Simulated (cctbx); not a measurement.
## Na8PrS6 across an absorption edge

Space group R-3 (no. 148), a = 7.4850 Å, b = 7.4850 Å, c = 20.8000 Å, α = 90.00°, β = 90.00°, γ = 120.00°.

```csv
atom,mult.,x,y,z,Ueq (Å²)
Pr1,3,0,0,0,0.0120
S1,18,0.0057,0.6712,0.0814,0.0231
Na1,18,0.9993,0.6899,0.2133,0.0176
Na2,6,1/3,2/3,0.3229,0.0187
```

The model was made for the exercise: a known structure type with other elements put in, its volume estimated, not relaxed; displacement parameters are assumed.

Calculated with cctbx: free-atom f′ and f″ from the Sasaki tables, no fine structure; amplitudes in electrons.

```csv
E (eV),F 1 0 1,F 3 -2 2,F 2 1 1,F 0 0 3
5364,111.2,90.6,126.1,96.0
5714,105.1,84.7,120.1,90.0
5844,100.1,79.8,115.3,85.0
5904,95.5,75.4,110.8,80.4
5934,90.9,71.0,106.4,75.8
5949,86.4,66.7,102.0,71.3
5956,82.4,62.8,98.2,67.4
5960,78.3,58.8,94.1,63.2
5968,81.5,63.5,96.6,67.8
5972,86.5,68.1,101.5,72.6
5979,90.8,72.1,105.8,76.8
5994,95.4,76.4,110.3,81.2
6024,99.7,80.4,114.5,85.5
6114,105.2,85.5,119.8,90.7
6364,106.3,86.5,120.9,91.8
```

**Question.** Which edge is crossed, and why do the reflections move as they do?

The L3 edge of Pr. The edge is at 5964 eV. f′ of Pr falls from -11.8 e at 5844 eV to -19.2 e at 4 eV below it, and f″ steps from 3.54 to 10.68 e across it. Over that approach |F| changes by -22 % (1 0 1), -26 % (3 -2 2), -18 % (2 1 1) and -26 % (0 0 3): a reflection falls where Pr scatters in phase with the total and rises where it scatters against it; it hardly moves where the Pr term is small or cancels by symmetry. Above the edge the larger f″ enters the imaginary part, where it can add to or cancel the other atoms' f″. The structure is centrosymmetric, so Friedel mates stay equal.

[Logs are printed without paths, hosts, clocks, repeated set-up lines and the standing remarks that a program may print on its own settings, such as how far it seeks lower states.]
